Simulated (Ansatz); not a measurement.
## HfSi (model cell, started as layered BN type): from the cell to its phonons

How does HfSi (model cell, started as layered BN type) vibrate, and is this structure a minimum?

Program: Ansatz 0.2.0. Level of theory: DFT PBEsol, scalar-relativistic, plane waves, norm-conserving pseudopotentials. Results are calculated unless marked as measured.

This is a report of a sequence of runs, with most program output left out.

The structure was built from a prototype and need not be the compound's stable phase.

## Step 1: The structure

Symmetry: P6_3/mmc, No. 194, hexagonal system. Conventional cell: a = 4.239 Å, b = 4.239 Å, c = 6.118 Å, α = 90.00°, β = 90.00°, γ = 120.00°. Hf has 3 Si at 2.45 Å nearest. Si has 3 Hf at 2.45 Å nearest. Farther neighbours are not listed.

## Step 2: Bringing the structure to rest

The cell and atoms are relaxed, since residual forces and stress would shift the frequencies.

Input file input.yaml:

```yaml
crystal:
  lattice:
    - [4.23867, 0.0, 0.0]
    - [-2.11934, 3.6708, 0.0]
    - [0.0, 0.0, 6.118]
  atoms:
    - { symbol: Hf, position: [0.333333, 0.666667, 0.25] }
    - { symbol: Hf, position: [0.666667, 0.333333, 0.75] }
    - { symbol: Si, position: [0.666667, 0.333333, 0.25] }
    - { symbol: Si, position: [0.333333, 0.666667, 0.75] }
kpoints:
  mp_grid: { grid: [12, 12, 6] }
hamiltonian:
  xc: pbesol
  pseudopotentials: { kind: nc }
scf:
  occupations: { method: gaussian, width: 0.1 }
output:
  forces: true
  stress: true
  eigenvalues: true
relax:
  adjacent_minimum: "off"
  f_tol: 0.005
  max_steps: 80
  cell: { stress_tol: 0.05 }
```

The run is started by

```
ansatz run input.yaml --threads 4 --pin off --max-ram 7168MiB --backend cpu --events-out ev --progress --plain --runs-dir out
```

Run time: 42 s. Hardware: 4 threads of Arm Neoverse V1, shared host; peak memory 0.65 GiB; 2.7 min of CPU time.

Relaxation path:

| step | energy less that of the first step (eV) | largest force component (eV/Å) | pressure (GPa) | volume (Å³) |
| --- | --- | --- | --- | --- |
| 1 | 0.0000 | 0.0000 | 4.12 | 95.19 |
| 2 | -1.1102 | 0.0000 | -0.12 | 95.31 |
| 3 | -1.8186 | 0.0000 | -0.03 | 92.93 |
| 4 | -2.2221 | 0.0000 | -0.71 | 93.54 |
| 5 | -2.2240 | 0.0000 | 0.01 | 92.88 |
| 6* | -2.2263 | 0.0000 | 0.07 | 92.88 |
| 7 | -2.2263 | 0.0000 | 0.00 | 92.96 |
| 8* | -2.2263 | 0.0000 | 0.00 | 92.96 |

Relaxation steps marked * repeat the geometry before them on a plane-wave basis chosen anew for their cell, so energy and pressure can jump there.

Forces are held to the 24 operations that the run works with; a distortion that breaks them can't arise in this run.

| cell as run | before | after | change |
| --- | --- | --- | --- |
| a (Å) | 4.239 | 4.546 | +7.2 % |
| b (Å) | 4.239 | 4.546 | +7.2 % |
| c (Å) | 6.118 | 5.195 | -15.1 % |
| volume (Å³/atom) | 23.80 | 23.24 | -2.3 % |

This step gave:

```
pressure          : 9.88e-4 GPa
volume per atom   : 23.24 Å³
gap on the k-mesh : 0 eV
```

In this step the volume went from 23.80 to 23.24 Å³/atom.

## Step 3: Relaxing to small forces for the phonons

Phonons need a cell at rest on their own settings, so the relaxation is repeated with tight tolerances on forces and stress on the k mesh and occupations of the first response run.

Input file input.yaml:

```yaml
crystal:
  lattice:
    - [4.5456645189, 3.0958e-06, 0.0]
    - [-2.2728349405, 3.9366594025, 0.0]
    - [0.0, 0.0, 5.1946872813]
  atoms:
    - { symbol: Hf, position: [0.3333333333, 0.6666666667, 0.25] }
    - { symbol: Hf, position: [0.6666666667, 0.3333333333, 0.75] }
    - { symbol: Si, position: [0.6666666667, 0.3333333333, 0.25] }
    - { symbol: Si, position: [0.3333333333, 0.6666666667, 0.75] }
kpoints:
  mp_grid: { grid: [12, 12, 6] }
hamiltonian:
  xc: pbesol
  pseudopotentials: { kind: nc }
scf:
  occupations: { method: methfessel_paxton, width: 0.15 }
output:
  forces: true
  stress: true
  eigenvalues: true
  write_density: true
  write_potential: true
  elf: true
  volumetric_format: npy
relax:
  adjacent_minimum: "off"
  f_tol: 0.001
  max_steps: 60
  cell: { stress_tol: 0.01 }
```

Wall time 12 s (4 threads); peak memory 0.65 GiB.

Little changed from the start: no atom moved by 0.005 Å and no cell edge by 0.1 %.

Numbers from this step:

```yaml
pressure: -0.005524 GPa
```

ELF in the ac plane at fractional y = 0.333, with atoms of Hf and Si within 0.2 Å of it. It is the smooth field of the valence electrons, not physical close to the nuclei.

Ten even steps from '0' (0.01) to '9' (0.82), each cell a mean:
```
45555322343223
56775313798412
57876327978832
57886339715952
57876327979832
56765313788412
45554322343223
43223566666665
31013689989987
31003799645898
31013797100698
31013797200698
31003799646898
31113689989987
43223566666665
```
Columns run along a (4.5 Å), rows up along c (5.2 Å). Atoms in or near the plane, at fractional coordinates: Hf at (0.67, 0.75), Si at (0.67, 0.25).

Valence density in the ac plane at fractional y = 0.333, with atoms of Hf and Si within 0.2 Å of it. It is the smooth field of the valence electrons, not physical close to the nuclei.

Values in e/Å³, 15 rows by 14 columns, each cell a mean:
```
0.1 0.1 0.1 0.1 0.1 0.1 0.2 0.3 0.5 0.6 0.6 0.3 0.2 0.1
0.1 0.1 0.1 0.1 0.1 0.2 0.2 0.7 1.8 2.6 2.2 0.9 0.3 0.2
0.2 0.2 0.2 0.2 0.2 0.2 0.4 1.7 3.7 3.7 3.8 2.3 0.6 0.2
0.2 0.2 0.2 0.2 0.2 0.2 0.6 2.3 3.8 1.8 3.2 3.1 0.9 0.3
0.2 0.2 0.2 0.2 0.2 0.2 0.4 1.6 3.7 3.8 3.9 2.2 0.6 0.2
0.1 0.1 0.1 0.1 0.1 0.1 0.2 0.6 1.6 2.3 1.9 0.8 0.3 0.2
0.1 0.1 0.1 0.1 0.1 0.1 0.2 0.3 0.5 0.6 0.5 0.3 0.2 0.1
0.1 0.1 0.1 0.1 0.1 0.1 0.2 0.3 0.3 0.4 0.4 0.3 0.2 0.1
0.1 0.1 0.1 0.1 0.1 0.2 0.2 0.3 0.4 0.4 0.4 0.4 0.3 0.2
0.1 0.1 0.1 0.1 0.1 0.2 0.3 0.4 0.4 0.3 0.4 0.4 0.3 0.2
0.2 0.1 0.1 0.1 0.2 0.2 0.3 0.4 0.2 0.1 0.2 0.4 0.4 0.3
0.2 0.1 0.1 0.1 0.2 0.2 0.3 0.4 0.2 0.1 0.2 0.4 0.4 0.3
0.1 0.1 0.1 0.1 0.1 0.2 0.3 0.4 0.4 0.3 0.4 0.4 0.3 0.2
0.1 0.1 0.1 0.1 0.1 0.2 0.2 0.3 0.4 0.4 0.4 0.4 0.3 0.2
0.1 0.1 0.1 0.1 0.1 0.1 0.2 0.2 0.3 0.4 0.4 0.3 0.2 0.1
```
Columns run along a (4.5 Å), rows up along c (5.2 Å). Atoms in or near the plane, at fractional coordinates: Hf at (0.67, 0.75), Si at (0.67, 0.25).

Electrostatic potential energy in the ac plane at fractional y = 0.333, with atoms of Hf and Si within 0.2 Å of it. With pseudopotentials it is smooth inside the atoms' cores, unlike the true potential.

Ten even steps from '_' (-78 eV) to '@' (12 eV), each cell a mean:
```
@@@@@@@@@@@@@@@@%%%%%%%%@@@@
@@@@@@@@@@@@%%##++--==##%%@@
@@@@@@@@@@@@%%++..____==##@@
@@@@@@@@@@@@##==______::##@@
@@@@@@@@@@@@%%++..____==##@@
@@@@@@@@@@@@@@##++==++##%%@@
@@@@@@@@@@@@@@@@%%%%%%%%@@@@
@@@@@@@@@@@@@@@@@@@@@@@@@@@@
@@@@@@@@@@@@@@@@%%%%%%@@@@@@
@@@@@@@@@@@@@@%%**==++##@@@@
@@@@@@@@@@@@%%##--..::**%%@@
@@@@@@@@@@@@%%##--..::**%%@@
@@@@@@@@@@@@@@%%**++++##@@@@
@@@@@@@@@@@@@@@@%%%%%%@@@@@@
@@@@@@@@@@@@@@@@@@@@@@@@@@@@
```
Columns run along a (4.5 Å; values clipped at the 3rd and 97th percentile), rows up along c (5.2 Å). Atoms in or near the plane, at fractional coordinates: Hf at (0.67, 0.75), Si at (0.67, 0.25).

The forces vanish by symmetry and the pressure is -0.006 GPa, within the tolerances set. The cell now holds 23.24 Å³/atom.

## Step 4: Zone-centre response

The zone centre comes first: it holds the modes that light can see, as far as symmetry allows. No field response is asked, since the mesh shows no gap.

input.yaml, as its differences from that of step 3:

```diff
@@ -18,13 +18,4 @@
 output:
-  forces: true
-  stress: true
   eigenvalues: true
-  write_density: true
-  write_potential: true
-  elf: true
-  volumetric_format: npy
-relax:
-  adjacent_minimum: "off"
-  f_tol: 0.001
-  max_steps: 60
-  cell: { stress_tol: 0.01 }
+phonons:
+  method: dfpt
```

Elapsed: 1.9 min, on 4 threads; peak memory 4.2 GiB; 7.5 min of CPU time.

This step gave:

- sum-rule residual before enforcement: 7.99e-5 eV/Å²
- point group: 6/mmm
- highest optical mode at the zone centre (no LO-TO term): 391.5 cm⁻¹
- lowest optical zone-centre mode: 79.86 cm⁻¹

Patterns of degenerate modes are one choice out of their space. Modes at Γ, with each element's share of the kinetic energy:

| mode | frequency (cm⁻¹) | symmetry | Hf % | Si % |
| --- | --- | --- | --- | --- |
| 1 | 0.0 | acoustic | 86 | 14 |
| 2 | 0.0 | acoustic | 86 | 14 |
| 3 | 0.0 | acoustic | 86 | 14 |
| 4 | 79.9 | B1g | 90 | 10 |
| 5 | 93.3 | E2g | 92 | 8 |
| 6 | 93.3 | E2g | 92 | 8 |
| 7 | 318.5 | E2g | 8 | 92 |
| 8 | 318.5 | E2g | 8 | 92 |
| 9 | 321.1 | E1u | 14 | 86 |
| 10 | 321.1 | E1u | 14 | 86 |
| 11 | 349.6 | A2u | 14 | 86 |
| 12 | 391.5 | B1g | 10 | 90 |

Displacements in mode 4 (79.9 cm⁻¹), the largest set to 1:
```
Hf1  0.00  0.00  1.00
Hf2  0.00  0.00 -1.00
Si3  0.00  0.00 -0.86
Si4  0.00  0.00  0.86
```

Displacements in mode 12 (391.5 cm⁻¹), the largest set to 1:
```
Hf1  0.00  0.00  0.14
Hf2  0.00  0.00 -0.14
Si3  0.00  0.00  1.00
Si4  0.00  0.00 -1.00
```

Before it was imposed, the acoustic sum rule was missed by 8.0e-5 eV/Å². Small misses are needed for a sound result but don't prove that mesh and cutoff are converged. The lowest optical mode is real, 79.9 cm⁻¹.

## Step 5: Response at finite wavevector

Stability and thermal properties need the whole zone. Linear response on a 2×2×2 q mesh gives force constants as far as a supercell of that size would.

input.yaml, as its differences from that of step 4:

```diff
@@ -21 +21,9 @@
   method: dfpt
+  qmesh: [2, 2, 2]
+  temperatures: { t_max: 1000, t_step: 50 }
+  qpath:
+    path:
+      - [[0.0, 0.0, 0.0], [0.5, 0.0, 0.0], [0.33333333, 0.33333333, 0.0], [0.0, 0.0, 0.0], [0.0, 0.0, 0.5], [0.5, 0.0, 0.5], [0.33333333, 0.33333333, 0.5], [0.0, 0.0, 0.5]]
+      - [[0.5, 0.0, 0.5], [0.5, 0.0, 0.0]]
+      - [[0.33333333, 0.33333333, 0.5], [0.33333333, 0.33333333, 0.0]]
+    npoints: 10
```

Wall time 7.3 min (4 threads); peak memory 3 GiB; 29 min of CPU time.

Numbers from this step:

| Quantity | Value |
| --- | --- |
| sum-rule residual before enforcement | 1.09e-4 eV/Å² |
| lowest frequency on the path | 0 cm⁻¹ |
| highest frequency on the path or at a solved wavevector | 391.5 cm⁻¹ |
| mean frequency | 213.4 cm⁻¹ |
| Debye temperature (second moment) | 461 K |
| logarithmic mean frequency | 164.7 cm⁻¹ |
| lowest mode on the q mesh (acoustic modes at Γ apart) | 13.2 cm⁻¹ |
| zero-point energy per atom | 39.68 meV |
| heat capacity at 300 K | 22.33 J/(mol atoms K) |
| vibrational entropy at 300 K | 32.20 J/(mol atoms K) |
| edges of the widest gap between branches, on path and mesh | 156.7, 306 cm⁻¹ |

Frequencies (cm⁻¹) solved at each irreducible wavevector; negative means imaginary. Frequencies by wavevector, by row:

| q in reciprocal lattice units | star | mode 1 | mode 2 | mode 3 | mode 4 | mode 10 | mode 11 | mode 12 |
| --- | --- | --- | --- | --- | --- | --- | --- | --- |
| 0 0 0 | 1 | 0 | 0 | 0 | 79.9 | 321.1 | 349.6 | 391.5 |
| 0 0 -0.5 | 1 | 57.8 | 57.8 | 57.8 | 57.8 | 317.5 | 361.5 | 361.5 |
| 0 -0.5 0 | 3 | 13.2 | 52 | 70.4 | 90.1 | 323.5 | 377.2 | 377.7 |
| 0 -0.5 -0.5 | 3 | 59.8 | 59.8 | 116.8 | 116.8 | 323.4 | 364.7 | 364.7 |

Interpolated from a 2×2×2 q mesh. The phonon branches at the labelled points (cm⁻¹):

| point | branch 1 | branch 2 | branch 3 | branch 4 | branch 9 | branch 10 | branch 11 | branch 12 |
| --- | --- | --- | --- | --- | --- | --- | --- | --- |
| Γ | 0 | 0 | 0 | 80 | 321 | 321 | 350 | 392 |
| halfway | 9 | 33 | 77 | 78 | 322 | 323 | 362 | 387 |
| M | 13 | 52 | 70 | 90 | 322 | 324 | 377 | 378 |
| halfway | 27 | 55 | 68 | 89 | 325 | 328 | 377 | 378 |
| K | 34 | 63 | 63 | 88 | 326 | 331 | 378 | 378 |
| halfway | 18 | 38 | 76 | 85 | 323 | 325 | 364 | 385 |
| Γ | 0 | 0 | 0 | 80 | 321 | 321 | 350 | 392 |
| halfway | 27 | 27 | 84 | 84 | 320 | 320 | 352 | 381 |
| A | 58 | 58 | 58 | 58 | 318 | 318 | 362 | 362 |
| halfway | 59 | 59 | 91 | 91 | 320 | 320 | 363 | 363 |
| L | 60 | 60 | 117 | 117 | 323 | 323 | 365 | 365 |
| halfway | 62 | 62 | 120 | 120 | 326 | 326 | 365 | 365 |
| H | 64 | 64 | 124 | 124 | 328 | 328 | 365 | 365 |
| halfway | 60 | 60 | 98 | 98 | 322 | 322 | 364 | 364 |
| A | 58 | 58 | 58 | 58 | 318 | 318 | 362 | 362 |
| jump to L | 60 | 60 | 117 | 117 | 323 | 323 | 365 | 365 |
| halfway | 32 | 82 | 105 | 113 | 322 | 324 | 372 | 372 |
| M | 13 | 52 | 70 | 90 | 322 | 324 | 377 | 378 |
| jump to H | 64 | 64 | 124 | 124 | 328 | 328 | 365 | 365 |
| halfway | 44 | 82 | 112 | 112 | 326 | 330 | 372 | 372 |
| K | 34 | 63 | 63 | 88 | 326 | 331 | 378 | 378 |

The phonon density of states has structure finer than the step of the table below, so its rows give means over 20 cm⁻¹, whole bins alone (the curve runs from 2.5 to 392 cm⁻¹). Peaks (cm⁻¹: height): 117.5: 0.0833, 322.5: 0.265, 367.5: 0.106.

Tetrahedra on a 16×16×12 mesh, mean over bins of 5 cm-1. Interpolated from a 2×2×2 q mesh. Phonon density of states against wavenumber; means over each step:

| wavenumber (cm⁻¹) | phonon density of states (1/cm⁻¹/cell) |
| --- | --- |
| 20 | 0.0187 |
| 40 | 0.0271 |
| 60 | 0.0343 |
| 80 | 0.0612 |
| 100 | 0.0532 |
| 120 | 0.0631 |
| 140 | 0.0295 |
| 160 | 0.0114 |
| 180 | 0 |
| 200 | 0 |
| 220 | 0 |
| 240 | 0 |
| 260 | 0 |
| 280 | 0 |
| 300 | 0.0191 |
| 320 | 0.174 |
| 340 | 0.00787 |
| 360 | 0.0516 |
| 380 | 0.0467 |

The partial phonon density of states has structure finer than the step of the table below, so its rows give means over 10 cm⁻¹, whole bins alone (the curve runs from -10 to 413 cm⁻¹). Peaks (cm⁻¹: height): Hf 88.5: 0.0732, 117.8: 0.0780, 144.4: 0.0364, 322.8: 0.0251; Si 322.8: 0.199, 365.4: 0.0942.

Phonopy on the run's constants, 15x15x11 mesh, Gaussian sigma 3.0 cm-1. Interpolated from a 2×2×2 q mesh. Table of partial phonon density of states by wavenumber; means over each step; values in 1/cm⁻¹/cell:

| wavenumber (cm⁻¹) | Hf | Si |
| --- | --- | --- |
| 0 | 7.8e-4 | 1.3e-4 |
| 10 | 0.00724 | 0.00120 |
| 20 | 0.0167 | 0.00280 |
| 30 | 0.0219 | 0.00359 |
| 40 | 0.0236 | 0.00367 |
| 50 | 0.0258 | 0.00378 |
| 60 | 0.0300 | 0.00408 |
| 70 | 0.0367 | 0.00453 |
| 80 | 0.0579 | 0.00634 |
| 90 | 0.0610 | 0.00576 |
| 100 | 0.0431 | 0.00312 |
| 110 | 0.0588 | 0.00267 |
| 120 | 0.0703 | 0.00179 |
| 130 | 0.0336 | 0.00108 |
| 140 | 0.0247 | 6.6e-4 |
| 150 | 0.0339 | 3.5e-4 |
| 160 | 0.00852 | 3.2e-5 |
| 170 | 1.7e-5 | 0 |
| 180 | 0 | 0 |
| 190 | 0 | 0 |
| 200 | 0 | 0 |
| 210 | 0 | 0 |
| 220 | 0 | 0 |
| 230 | 0 | 0 |
| 240 | 0 | 0 |
| 250 | 0 | 0 |
| 260 | 0 | 0 |
| 270 | 0 | 0 |
| 280 | 0 | 0 |
| 290 | 0 | 7.5e-7 |
| 300 | 8.4e-5 | 0.00498 |
| 310 | 0.00438 | 0.107 |
| 320 | 0.0197 | 0.190 |
| 330 | 0.00807 | 0.0653 |
| 340 | 9.8e-5 | 9.7e-4 |
| 350 | 6.3e-4 | 0.00624 |
| 360 | 0.00236 | 0.0502 |
| 370 | 0.00484 | 0.0787 |
| 380 | 0.00438 | 0.0421 |
| 390 | 0.00105 | 0.00931 |
| 400 | 1.9e-5 | 1.6e-4 |

Harmonic thermodynamic functions per atom, from the density of states. Interpolated from a 2×2×2 q mesh. Thermodynamic functions, by row:

| T (K) | F_vib (meV/atom) | S (J/mol-atom/K) | C_V (J/mol-atom/K) |
| --- | --- | --- | --- |
| 0 | 39.68 | 0 | 0 |
| 50 | 38.67 | 5.169 | 7.38 |
| 100 | 34.15 | 12.13 | 13.07 |
| 200 | 15.35 | 23.62 | 19.81 |
| 300 | -13.79 | 32.2 | 22.33 |
| 400 | -50.72 | 38.79 | 23.4 |
| 500 | -93.76 | 44.08 | 23.93 |
| 600 | -141.8 | 48.47 | 24.23 |
| 700 | -194 | 52.22 | 24.41 |
| 800 | -249.9 | 55.49 | 24.54 |
| 900 | -308.9 | 58.38 | 24.62 |
| 1000 | -370.8 | 60.98 | 24.68 |

[end of part 1 of 2]

[Logs are printed without paths, hosts, clocks, repeated set-up lines and the standing remarks that a program may print on its own settings, such as how far it seeks lower states.]

[Hosts, paths, dates, database ids (printed as entryN), source tags and the programs' standing remarks are cut or masked in the printed files.]
